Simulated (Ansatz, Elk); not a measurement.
# Bonding as seen by X-rays: Nb2BC

Structure refinements treat a crystal as free atoms side by side. For a made-up structure of Nb2BC (cell and positions from a PBEsol relaxation) the runs below show what the calculated density changes in F(hkl).

Main program and level: Elk 11.2.3 (patched build); DFT, PBE, all-electron APW+lo, Dirac cores, scalar-relativistic bands, static density, no spin.

The structure was built from a prototype and need not be the compound's stable phase.

### Step 1. Set-up

The structure is hexagonal, space group P6_3/mmc (No. 194). Conventional cell: a = 3.151 Å, b = 3.151 Å, c = 11.066 Å, α = 90.00°, β = 90.00°, γ = 120.00°. Nb has 3 C at 2.20 Å and 3 B at 2.38 Å nearest. Nearest to C lie 6 Nb at 2.20 Å. B has 6 Nb at 2.38 Å nearest. Farther neighbours are not listed.

### Step 2. Ground state and structure factors

An all-electron density is needed, since X-rays see the cores too. Task 0 finds the density and task 195 Fourier-transforms it; tshift is off so that phases refer to the origin typed.

elk.in reads:

```
tasks
  0
  195

xctype
  20

spinpol
  .false.

rgkmax
  7.0

gmaxvr
  14.0

lmaxo
  7

lmaxapw
  8

swidth
  0.002

tshift
  .false.

ramdisk
  .false.

hmaxvr
  5.5

maxscl
  120

epspot
  1e-06

sppath
  './'

avec
  5.95385893768 -0.00000000000 0.00000000000
  -2.97692946884 5.15619309058 0.00000000000
  0.00000000000 0.00000000000 20.91198670610

atoms
  3
  'Nb.in'
  4
  0.6666666667 0.3333333333 0.6116486335   0.000000 0.000000 0.000000
  0.3333333333 0.6666666667 0.3883513665   0.000000 0.000000 0.000000
  0.3333333333 0.6666666667 0.1116486335   0.000000 0.000000 0.000000
  0.6666666667 0.3333333333 0.8883513665   0.000000 0.000000 0.000000
  'C.in'
  2
  0.0000000000 -0.0000000000 0.5000000000   0.000000 0.000000 0.000000
  0.0000000000 -0.0000000000 0.0000000000   0.000000 0.000000 0.000000
  'B.in'
  2
  0.3333333333 0.6666666667 0.7500000000   0.000000 0.000000 0.000000
  0.6666666667 0.3333333333 0.2500000000   0.000000 0.000000 0.000000

ngridk
  8 8 2
```

Command:

```console
$ OMP_NUM_THREADS=4 elk
```

Numbers of over 12 decimals in the logs are rounded to 6 here.

Output:

```text
┌─────────────────────────┐
│ Elk code version 11.2.3 │
└─────────────────────────┘

All units are atomic (Hartree, Bohr, etc.)

┌─────────────────────────────────────────────────┐
│ Ground-state run starting from atomic densities │
└─────────────────────────────────────────────────┘

Lattice vectors :
   5.953858938      -0.000000000       0.000000000
  -2.976929469       5.156193091       0.000000000
   0.000000000       0.000000000       20.91198671

Reciprocal lattice vectors :
   1.055313096      0.6092852999      -0.000000000
   0.000000000       1.218570600      -0.000000000
  -0.000000000      -0.000000000      0.3004585550

Unit cell volume      :    641.9822309
Brillouin zone volume :   0.3863817432

Muffin-tin inner radius fraction :   0.1000000000E-01

Nuclei treated as point charges

Species : 1 (Nb)
 parameters loaded from : Nb.in
 name : niobium
 nuclear charge    :   -41.00000000
 electronic charge :    41.00000000
 atomic mass :    169357.9704
 muffin-tin radius :    2.425922642
 number of radial points in muffin-tin :   1193
 inner part over the whole radius :   0.9999566853E-02
 number on inner part of muffin-tin    :    847
 approximate nuclear radius :   0.8268951942E-04
 number of mesh points to nuclear radius :    420
 atomic positions (lattice), magnetic fields (Cartesian) :
  1 :  -0.33333333  0.33333333 -0.38835137    0.00000000  0.00000000  0.00000000
  2 :   0.33333333 -0.33333333  0.38835137    0.00000000  0.00000000  0.00000000
  3 :   0.33333333 -0.33333333  0.11164863    0.00000000  0.00000000  0.00000000
  4 :  -0.33333333  0.33333333 -0.11164863    0.00000000  0.00000000  0.00000000

Species : 2 (C)
 parameters loaded from : C.in
 name : carbon
 nuclear charge    :   -6.000000000
 electronic charge :    6.000000000
 atomic mass :    21894.16674
 muffin-tin radius :    1.679484906
 number of radial points in muffin-tin :    593
 inner part over the whole radius :   0.9888390325E-02
 number on inner part of muffin-tin    :    405
 approximate nuclear radius :   0.4747601631E-04
 number of mesh points to nuclear radius :    166
 atomic positions (lattice), magnetic fields (Cartesian) :
  1 :   0.00000000  0.00000000  0.50000000    0.00000000  0.00000000  0.00000000
  2 :   0.00000000  0.00000000  0.00000000    0.00000000  0.00000000  0.00000000

Species : 3 (B)
 parameters loaded from : B.in
 name : boron
 nuclear charge    :   -5.000000000
 electronic charge :    5.000000000
 atomic mass :    19707.24742
 muffin-tin radius :    1.800000000
 number of radial points in muffin-tin :    593
 inner part over the whole radius :   0.9957276294E-02
 number on inner part of muffin-tin    :    405
 approximate nuclear radius :   0.4534157419E-04
 number of mesh points to nuclear radius :    161
 atomic positions (lattice), magnetic fields (Cartesian) :
  1 :   0.33333333 -0.33333333 -0.25000000    0.00000000  0.00000000  0.00000000
  2 :  -0.33333333  0.33333333  0.25000000    0.00000000  0.00000000  0.00000000

Total number of atoms per unit cell :    8
Total muffin-tin volume :    327.7549880
 ratio of muffin-tin to unit cell volume :   0.5105359187

Spin treatment :
 spin-unpolarised

Number of Bravais lattice symmetries :   24
Number of crystal symmetries         :   24
Crystal has inversion symmetry
Real symmetric eigensolver will be used

k-point grid :      8     8     2
k-point offset :    0.000000000       0.000000000       0.000000000
k-point set is reduced with full crystal symmetry group
Total number of k-points :       20

Muffin-tin radius times maximum |G+k| :    7.000000000
 using average radius
Maximum |G+k| for APW functions       :    3.360807861
Maximum (1/2)|G+k|²                   :    5.647514740
Maximum |G| for potential and density :    14.00000000
Constant for pseudocharge density :    8
 order of it for each species :   15  15  15
 order of it for pair densities of each species (exact exchange by exxq0 0: 16) :   13   5   5
Radial integration step length :    1

[...]
Madelung                    :     -18620.083684494
 xc potential                :     -611.70619923242
 exchange                    :     -485.31601536502
 correlation                 :     -9.264004
 electron entropic           :    -0.17439632255735E-02
 total energy                :     -15409.837674777

Density of states at Fermi energy :    138.6279163
 (states/Hartree/unit cell)

Estimated indirect band gap :   0.1400202210E-02
 from k-point 8 to k-point 2
Estimated direct band gap   :   0.7996778657E-02
 at k-point 2

Charges :
 core                        :    120.0000000
 valence                     :    66.00000000
 interstitial                :    12.85496009
 muffin-tins (core leakage)
  species : 1 (Nb)
[...]
species : 2 (C)
[...]
species : 3 (B)
[...]
total in muffin-tins        :    173.1450399
 total calculated charge     :    185.9984225
 total charge                :    186.0000000
 error                       :   0.1577513920E-02

RMS change in Kohn-Sham potential (target) :    2.432539737     (  0.1000000000E-05)
Absolute change in total energy (target)   :   0.5207652232     (  0.1000000000E-03)

[... loops 3 to 18 left out ...]

┌──────────────────┐
│ Loop number : 19 │
└──────────────────┘

Energies :
 Fermi                       :     0.429874
 sum of occupied eigenvalues :     -9113.2180005818
 electron kinetic            :      15942.513506714
 core electron kinetic       :      15597.059913296
 Coulomb                     :     -30855.062013347
 Coulomb potential           :     -24410.461079168
 nuclear-nuclear             :     -1903.9202985341
 electron-nuclear            :     -33537.262813493
 Hartree                     :      4586.1210986796
 Madelung                    :     -18649.831473763
 xc potential                :     -645.27042812798
 exchange                    :     -486.02652459751
 correlation                 :     -9.336289
 electron entropic           :    -0.14347293158009E-02
 total energy                :     -15407.912754564

Density of states at Fermi energy :    107.7191670
 (states/Hartree/unit cell)

Estimated indirect band gap :   0.1622051316E-02
 from k-point 1 to k-point 6
Estimated direct band gap   :   0.7011070715E-02
 at k-point 1

Charges :
 core                        :    120.0000000
 valence                     :    66.00000000
 interstitial                :    12.63483098
 muffin-tins (core leakage)
  species : 1 (Nb)
[...]
species : 2 (C)
[...]
species : 3 (B)
[...]
total in muffin-tins        :    173.3651690
 total calculated charge     :    185.9986036
 total charge                :    186.0000000
 error                       :   0.1396426116E-02

RMS change in Kohn-Sham potential (target) :   0.6937098045E-06 (  0.1000000000E-05)
Absolute change in total energy (target)   :   0.6322228000E-04 (  0.1000000000E-03)

Convergence targets achieved

┌──────────────────┐
│ Loop number : 20 │
└──────────────────┘

Energies :
 Fermi                       :     0.429874
 sum of occupied eigenvalues :     -9113.2180074887
 electron kinetic            :      15942.513520050
 core electron kinetic       :      15597.059924028
 Coulomb                     :     -30855.062029231
 Coulomb potential           :     -24410.461088531
 nuclear-nuclear             :     -1903.9202985341
 electron-nuclear            :     -33537.262835728
 Hartree                     :      4586.1211050315
 Madelung                    :     -18649.831484965
 xc potential                :     -645.27043900779
 exchange                    :     -486.02652504301
 correlation                 :     -9.336289
 electron entropic           :    -0.14347293813821E-02
 total energy                :     -15407.912757555

Density of states at Fermi energy :    107.7191728
 (states/Hartree/unit cell)

Estimated indirect band gap :   0.1622049918E-02
 from k-point 1 to k-point 6
Estimated direct band gap   :   0.7011062437E-02
 at k-point 1

Charges :
 core                        :    120.0000000
 valence                     :    66.00000000
 interstitial                :    12.63483114
 muffin-tins (core leakage)
  species : 1 (Nb)
[...]
species : 2 (C)
[...]
atom 2                    :    5.005185077     (  0.1055047918E-04)
  species : 3 (B)
   atom 1                    :    3.932027935     (  0.6865305608E-04)
   atom 2                    :    3.932027935     (  0.6865305608E-04)
 total in muffin-tins        :    173.3651689
 total calculated charge     :    185.9986036
 total charge                :    186.0000000
 error                       :   0.1396425847E-02

┌──────────────────────────────┐
│ Self-consistent loop stopped │
└──────────────────────────────┘

Wrote STATE.OUT
```

The job ended after 55 s (4 threads of Arm Neoverse V1, shared host; peak memory 0.22 GiB).

SFACRHO.OUT:

```text

h k l indices transformed by vhmat matrix:
   1.000000000       0.000000000       0.000000000    
   0.000000000       1.000000000       0.000000000    
   0.000000000       0.000000000       1.000000000    

      h      k      l  multipl.   |H|            Re(F)            Im(F)           |F|

      0      0      0      1   0.0000000       186.00000      0.17495379E-15   186.00000    
      0      0     -1      2  0.30045855      0.28568191E-13 -0.11136616E-14  0.28589889E-13
      0      0     -2      2  0.60091711       27.473038     -0.83018201E-15   27.473038    
      0      0     -3      2  0.90137566      0.74674967E-13 -0.19489079E-14  0.74700394E-13
      0      0      4      2   1.2018342      -110.22034     -0.61676548E-14   110.22034    
      0     -1      0      6   1.2185706      -60.900768      0.27841541E-15   60.900768    
      1     -1      1      6   1.2550656       67.734988     -0.27841541E-13   67.734988    
      1      0      1      6   1.2550656      -67.734988      0.16287302E-13   67.734988    
      0     -1     -2      6   1.3586816     -0.25864057      0.27841541E-14  0.25864057    
      0      1     -2      6   1.3586816     -0.25864057      0.36194004E-14  0.25864057    
      0      0      5      2   1.5022928     -0.71691253E-13  0.89092932E-14  0.72242725E-13
      1     -1      3      6   1.5157151       96.009880     -0.49557943E-13   96.009880    
      0     -1      3      6   1.5157151      -96.009880      0.59859314E-14   96.009880    
      1      0     -4      6   1.7115256       59.296325     -0.72388007E-14   59.296325    
      0      1     -4      6   1.7115256       59.296325      0.13920771E-14   59.296325    
      0      0     -6      2   1.8027513      -54.315970      0.27792175E-14   54.315970    
      1     -1     -5      6   1.9343727       38.062966     -0.32296188E-13   38.062966    
      0     -1     -5      6   1.9343727      -38.062966     -0.96053317E-14   38.062966
```

Elk indexes on the primitive cell of elk.in and gives |H| = 4π sin θ/λ in inverse bohr. Below, one row stands for each form hkl of the conventional cell (m members, Friedel mates merged), F is for one primitive cell and the density is static (no thermal factor). Free-atom factors are Waasmaier and Kirfel's, and R is Σm||F|−|F'||/Σm|F|.

```csv
hkl,m,sin θ/λ (Å⁻¹),"abs F, DFT",neutral atoms,diff.
001,2,0.045,0.000,0.000,+0.000
002,2,0.090,27.473,27.570,-0.097
003,2,0.136,0.000,0.000,+0.000
004,2,0.181,110.220,112.168,-1.948
100,6,0.183,60.901,61.579,-0.678
101,12,0.189,67.735,68.584,-0.849
102,12,0.204,0.259,1.065,-0.806
005,2,0.226,0.000,0.000,+0.000
103,12,0.228,96.010,96.496,-0.487
104,12,0.257,59.296,59.383,-0.087
006,2,0.271,54.316,54.651,-0.334
105,12,0.291,38.063,38.336,-0.273
007,2,0.316,0.000,0.000,+0.000
110,6,0.317,116.931,116.581,+0.350
```

### Step 3. The highest occupied states alone

An energy window below the Fermi level keeps the highest occupied states, to see at which angles they scatter; shallow core shells can lie inside it and anion s states outside. No new self-consistency is needed.

elk.in, as its differences from that of step 2:

```diff
@@ -1,3 +1,2 @@
 tasks
-  0
   195
@@ -40,2 +39,5 @@
 
+wsfac
+  0.062380 0.729870
+
 sppath
```

Command:

```console
$ OMP_NUM_THREADS=4 elk
```

Output:

```text
┌─────────────────────────────────┐
│ Elk code version 11.2.3 started │
└─────────────────────────────────┘

Info(readinput): the functional depends on the density's gradient
 muffin-tin radial points multiplied by    2.00000
 (not where nrmtscf is given)

┌────────────────────┐
│ Current task : 195 │
└────────────────────┘
Info(checkmt): changed muffin-tin radius of species 1 (Nb) from   2.6000 to   2.4259
Info(checkmt): changed muffin-tin radius of species 2 (C) from   1.8000 to   1.6795

Info(sfacrho): density structure factors written to SFACRHO.OUT

 Energy window :   0.6238000000E-01  0.7298700000

┌──────────────────┐
│ Elk code stopped │
└──────────────────┘
```

It took 15 s on 4 threads; peak memory 0.16 GiB; 17 s of CPU time.

States within 10 eV below the Fermi level hold 30.00 electrons; any levels below the window count with the cores. Their amplitudes can exceed the total, where window and core parts have opposite phase:

```csv
hkl,sin θ/λ (Å⁻¹),"abs F, window","abs F, all"
001,0.045,0.000,0.000
002,0.090,1.183,27.473
003,0.136,0.000,0.000
004,0.181,1.610,110.220
100,0.183,0.448,60.901
101,0.189,0.042,67.735
102,0.204,2.999,0.259
005,0.226,0.000,0.000
103,0.228,2.304,96.010
104,0.257,1.464,59.296
```

### Step 4. Another functional

The difference from free atoms is small, so it is set against the change that PBEsol makes.

elk.in, as its differences from that of step 3:

```diff
@@ -1,2 +1,3 @@
 tasks
+  0
   195
@@ -4,3 +5,3 @@
 xctype
-  20
+  22
 
@@ -39,5 +40,2 @@
 
-wsfac
-  0.062380 0.729870
-
 sppath
```

Command:

```console
$ OMP_NUM_THREADS=4 elk
```

Output:

```text
┌─────────────────────────┐
│ Elk code version 11.2.3 │
└─────────────────────────┘

All units are atomic (Hartree, Bohr, etc.)

┌─────────────────────────────────────────────────┐
│ Ground-state run starting from atomic densities │
└─────────────────────────────────────────────────┘

Lattice vectors :
   5.953858938      -0.000000000       0.000000000
  -2.976929469       5.156193091       0.000000000
   0.000000000       0.000000000       20.91198671

Reciprocal lattice vectors :
   1.055313096      0.6092852999      -0.000000000
[...]
interstitial                :    12.67172688
 muffin-tins (core leakage)
  species : 1 (Nb)
[...]
species : 2 (C)
[...]
species : 3 (B)
   atom 1                    :    3.916354136     (  0.7131389860E-04)
   atom 2                    :    3.916354136     (  0.7131389860E-04)
 total in muffin-tins        :    173.3282731
 total calculated charge     :    185.9986016
 total charge                :    186.0000000
 error                       :   0.1398388081E-02

┌──────────────────────────────┐
│ Self-consistent loop stopped │
└──────────────────────────────┘

Wrote STATE.OUT
[key lines of the parts left out:]
total energy                :     -15399.021446683
```

Wall time 53 s (4 threads); peak memory 0.23 GiB; 2.4 min of CPU time.

Against the first run R = 0.02 %; the largest change is +0.046 at 004.

### Step 5. A coarser k-mesh

About half the k-points along each axis test the sampling.

elk.in, as its differences from that of step 4:

```diff
@@ -5,3 +5,3 @@
 xctype
-  22
+  20
 
@@ -66,2 +66,2 @@
 ngridk
-  8 8 2
+  4 4 1
```

Command:

```console
$ OMP_NUM_THREADS=4 elk
```

Output:

```text
┌─────────────────────────┐
│ Elk code version 11.2.3 │
└─────────────────────────┘

All units are atomic (Hartree, Bohr, etc.)

┌─────────────────────────────────────────────────┐
│ Ground-state run starting from atomic densities │
└─────────────────────────────────────────────────┘

Lattice vectors :
   5.953858938      -0.000000000       0.000000000
  -2.976929469       5.156193091       0.000000000
   0.000000000       0.000000000       20.91198671

Reciprocal lattice vectors :
   1.055313096      0.6092852999      -0.000000000
[...]
interstitial                :    12.64321946
 muffin-tins (core leakage)
  species : 1 (Nb)
[...]
species : 2 (C)
[...]
species : 3 (B)
   atom 1                    :    3.927818903     (  0.6859720648E-04)
   atom 2                    :    3.927818903     (  0.6859720648E-04)
 total in muffin-tins        :    173.3567805
 total calculated charge     :    185.9986213
 total charge                :    186.0000000
 error                       :   0.1378705915E-02

┌──────────────────────────────┐
│ Self-consistent loop stopped │
└──────────────────────────────┘

Wrote STATE.OUT
[key lines of the parts left out:]
total energy                :     -15407.919174680
```

Run time: 28 s. Hardware: 4 threads; peak memory 0.26 GiB; 51 s of CPU time.

Against the first run R = 0.01 %; the largest change is -0.052 at 006.

### Step 6. Settings against the effect

```csv
run,R against the first run (%),"R against neutral atoms, low angle (%)",wall time
"PBE, rgkmax 7",0.00,1.00,55 s
PBEsol,0.02,1.00,53 s
k-mesh 4×4×1,0.01,1.00,28 s
```

### Step 7. Outcome

```json
{"R against neutral atoms, sin θ/λ < 0.3 Å⁻¹": "1.00 %", "R against neutral atoms, 0.3 to 0.83 Å⁻¹": "0.33 %"}
```

What this shows: Independent neutral atoms miss the calculated amplitudes by R = 1.00 % below 0.3 Å⁻¹ and 0.33 % from there to 0.83 Å⁻¹; by shells, 0.35 % below 0.15 Å⁻¹ (1 form), 1.01 % 0.15 to 0.3 (8 forms), 0.58 % 0.3 to 0.45 (15 forms), 0.29 % above 0.45 (88 forms). Bonding, aspherical density and the tables' own atoms all enter these figures, and the runs don't part them. The largest change of an amplitude is -1.95 electrons, at 004. Weak lines can change much in proportion: 102 goes from 1.06 to 0.26. The window's part falls from 30.0 electrons at the origin to at most 0.18 between 0.45 and 0.83 Å⁻¹. Below 0.3 Å⁻¹ the changes that finished (PBEsol and k-mesh 4×4×1) move F by R = 0.05 % at most, against the 1.00 % that separates it from free atoms. The basis has no finished test. These runs have no spin, though d or f shells may be open. Part of the difference isn't bonding: the tables are fits to free atoms and ions calculated by other methods than this functional. Thermal motion, anomalous dispersion and extinction are left out.

[Logs are printed without paths, hosts, clocks, repeated set-up lines and the standing remarks that a program may print on its own settings, such as how far it seeks lower states.]

[Hosts, paths, dates, database ids (printed as entryN), source tags and the programs' standing remarks are cut or masked in the printed files.]
